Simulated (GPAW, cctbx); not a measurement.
# Ca2Sb2Pb: what bonding does to one electron reflection, worked out

Ca2Sb2Pb, I4/mmm (no. 139), a = 5.5227 Å, b = 5.5227 Å, c = 11.4210 Å, α = 90.00°, β = 90.00°, γ = 90.00°.

```
atom  mult.    x  y       z
 Pb1      2    0  0       0
 Sb1      4    0  0  0.3770
 Ca1      4  1/2  0     1/4
```

The start was made by putting kin elements into a known structure type; the compound need not exist, or be stable, in this form.

A DFT run (GPAW, PBE, 450 eV, 5×5×5 k-points, Fermi–Dirac width 0.1 eV) gives the static X-ray structure factor of 103 as 264.235 e for the conventional cell; superposed free atoms give 263.877 e. **Problem.** Find the Fourier component V of the crystal potential and the two-beam extinction distance at 200 kV in both cases.

### 1. Geometry

The cell volume is Ω = 348.34 Å³ and d(103) = 3.1344 Å, so g = 1/d = 0.3190 Å⁻¹.

### 2. The nuclei

Electrons feel nuclei as well as electrons, so the nuclear charges are summed with the same phases.

Phase sums Σ exp(2πi h·x), turned so that the total is real and positive: Pb +2.000, Sb +2.720, Ca 0.000. Then F_Z = 82 × (+2.000) + 51 × (+2.720) + 20 × (0.000) = 302.73 e. The electron term has the same sign for this reflection.

### 3. Mott–Bethe

Poisson's equation, term by term, gives V = (e/4πε₀)(F_Z − F)/(πΩg²), with e/4πε₀ = 14.3996 V Å.

The prefactor is 14.3996 × 3.1344²/(π × 348.34) = 0.12927 V per electron. Free atoms: (302.73 − 263.877) × 0.12927 = 5.022 V. Crystal: (302.73 − 264.235) × 0.12927 = 4.976 V. F changes by +0.14 % and V by -0.9 %: the same 0.36 e is measured against F_Z − F = 38.9 e in place of F = 263.9 e.

### 4. Extinction distance

In the two-beam case ξ = 1/(λU) with U = 2γm₀eV/h², that is ξ = 150.41 V Å²/(γλV).

At 200 kV, λ = 0.02508 Å and γ = 1.3914. Free atoms: ξ = 858 Å. Crystal: ξ = 866 Å. The thickness fringes go as sin²(πt/ξ), so the two patterns slip by a quarter of a period when t|1/ξ₁ − 1/ξ₀| = 1/4, at t ≈ 2328 nm, thicker than usual samples. Thermal motion, absorption and many-beam coupling, left out here, change a real pattern.

### 5. Answer

V(103) is 4.98 V against 5.02 V, and ξ is 866 against 858 Å. Limits: static atoms, two beams.

[Outputs are excerpts: Python notices, other lines and further rows are left out; steps that failed or that the build refused (PBEsol, TPSS) are not shown.]

[Logs are printed without paths, hosts, clocks, repeated set-up lines and the standing remarks that a program may print on its own settings, such as how far it seeks lower states.]
